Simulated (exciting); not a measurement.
Consider KZnF3, space group Pm-3m.

```cif
data_structure
_symmetry_space_group_name_H-M 'P 1'
_symmetry_Int_Tables_number 1
_cell_length_a 4.0500
_cell_length_b 4.0500
_cell_length_c 4.0500
_cell_angle_alpha 90.000
_cell_angle_beta 90.000
_cell_angle_gamma 90.000
_cell_volume 66.43
loop_
_atom_site_label
_atom_site_type_symbol
_atom_site_fract_x
_atom_site_fract_y
_atom_site_fract_z
_atom_site_occupancy
Zn1 Zn 0.50000 0.50000 0.50000 1
K2 K 0.00000 0.00000 0.00000 1
F3 F 0.50000 0.00000 0.50000 1
F4 F 0.00000 0.50000 0.50000 1
F5 F 0.50000 0.50000 0.00000 1
```

Absorber: atom 3, with 2 Zn at 2.02 Å (linear, site symmetry 4/mmm). Method: exciting, all-electron LAPW+lo, PBE, exchange and screened direct term (singlet BSE), 4×4×4 shifted k points, 29 conduction bands, |G+q| up to 3 bohr⁻¹, full RPA screening with nempty = 54, Lorentzian half width 0.45 eV.

**Question.** Predict the F K near-edge structure at this level.

Bound core exciton? Yes on this mesh: the first bright state (over 5 % of the brightest) lies at -0.55 eV from the Kohn–Sham onset and at -0.95 eV from the lowest bare transition of its own mesh; weaker or dark states reach down to -1.34 eV. Maxima (height): -0.5 eV (0.58), 2.8 eV (1.00), 7.7 eV (0.29), 14.4 eV (0.19) and 16.4 eV (0.23).

Energy from the Kohn–Sham onset, core level to the lowest empty state found on the meshes used; Im ε in relative units:

| E (eV) | Im ε |
| --- | --- |
| -4.0 | 0.02 |
| -3.5 | 0.03 |
| -3.0 | 0.03 |
| -2.5 | 0.05 |
| -2.0 | 0.07 |
| -1.5 | 0.12 |
| -1.0 | 0.29 |
| -0.5 | 0.58 |
| 0.0 | 0.49 |
| 0.5 | 0.38 |
| 1.0 | 0.34 |
| 1.5 | 0.36 |
| 2.0 | 0.45 |
| 2.5 | 0.76 |
| 3.0 | 0.92 |
| 3.5 | 0.53 |
| 4.0 | 0.48 |
| 4.5 | 0.43 |
| 5.0 | 0.42 |
| 5.5 | 0.31 |
| 6.0 | 0.22 |
| 6.5 | 0.20 |
| 7.0 | 0.22 |
| 7.5 | 0.28 |
| 8.0 | 0.27 |
| 8.5 | 0.21 |
| 9.0 | 0.18 |
| 9.5 | 0.17 |
| 10.0 | 0.13 |
| 10.5 | 0.11 |
| 11.0 | 0.10 |
| 11.5 | 0.08 |
| 12.0 | 0.07 |
| 12.5 | 0.07 |
| 13.0 | 0.07 |
| 13.5 | 0.09 |
| 14.0 | 0.14 |
| 14.5 | 0.19 |
| 15.0 | 0.15 |
| 15.5 | 0.15 |
| 16.0 | 0.22 |
| 16.5 | 0.22 |
| 17.0 | 0.18 |
| 17.5 | 0.14 |
| 18.0 | 0.12 |
| 18.5 | 0.10 |
| 19.0 | 0.08 |
| 19.5 | 0.08 |
| 20.0 | 0.09 |
| 20.5 | 0.08 |
| 21.0 | 0.10 |
| 21.5 | 0.10 |
| 22.0 | 0.11 |
| 22.5 | 0.11 |

A mesh of 64 points doesn't converge binding energies, and fine structure above the first lines is partly noise of the mesh. The kernel cutoff is low for a compact core orbital, so the effect of exchange is a lower bound. The zero comes from the unshifted 4×4×4 ground-state mesh; it is exact only where the band minimum lies on that mesh. The structure is a published determination, not relaxed.

[Banner, clock and machine lines of the logs are left out without a mark of their own.]

[Logs are printed without paths, hosts, clocks, repeated set-up lines and the standing remarks that a program may print on its own settings, such as how far it seeks lower states.]

[Hosts, paths, dates, database ids (printed as entryN), source tags and the programs' standing remarks are cut or masked in the printed files.]
